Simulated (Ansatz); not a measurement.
Two G0W0 runs on Cs2PbI2Cl2 (I4/mmm).

```
Cs Pb I Cl
1.0
    -2.88390    2.88390    9.74281
     2.88390   -2.88390    9.74281
     2.88390    2.88390   -9.74281
Cs Pb I Cl
2 1 2 2
Cartesian
  0.0000 0.0000 7.1833
  0.0000 0.0000 12.3023
  0.0000 0.0000 0.0000
  0.0000 0.0000 3.2410
  0.0000 0.0000 16.2446
  0.0000 2.8839 0.0000
  2.8839 0.0000 0.0000
```

The cell and positions are those that the Materials Project relaxed with its own functionals (PBE, PBE+U or r2SCAN), kept fixed. Spin-orbit coupling is left out unless a run names it.

The first (Ansatz 0.2.0; start PBE, 4×4×4 mesh, 1090 empty bands, screening to 130 eV, PAW set soft_1 files; 1 × NVIDIA H100 80GB HBM3 (shared by 6 runs) with 2 threads of AMD EPYC 7R13 (Zen 3), shared host) gave, on its mesh: starting gap 2.52 eV, G0W0 gap 4.05 eV, RPA ε∞ (mean) 3.36, 2.6 min.

The second gave: starting gap 2.52 eV, G0W0 gap 3.93 eV, RPA ε∞ (mean) 3.36, 77 s.

Q: What was changed in the input? Choose among start, files, mesh, bands and cutoff, frequency model or another key.

Changed: empty bands from 1090 to 507 and screening cutoff (eV) from 130.0 to 78. The starting gap stayed, which rules out the functional and points to the GW step. Other changes could give like numbers; this is the one that was made.

Limits: not at the basis limit; no spin-orbit coupling.

[Paths, hosts, dates, memory and timing lines, banners, echoed tables and standing remarks are left out of the program output.]

[Logs are printed without paths, hosts, clocks, repeated set-up lines and the standing remarks that a program may print on its own settings, such as how far it seeks lower states.]

[Runs of the session that timed out or met a known fault of the program may be left out.]

[Cells called generated may have been cut or substituted from an entry of the Crystallography Open Database or the Materials Project.]

[Hosts, paths, dates, database ids (printed as entryN), source tags and the programs' standing remarks are cut or masked in the printed files.]
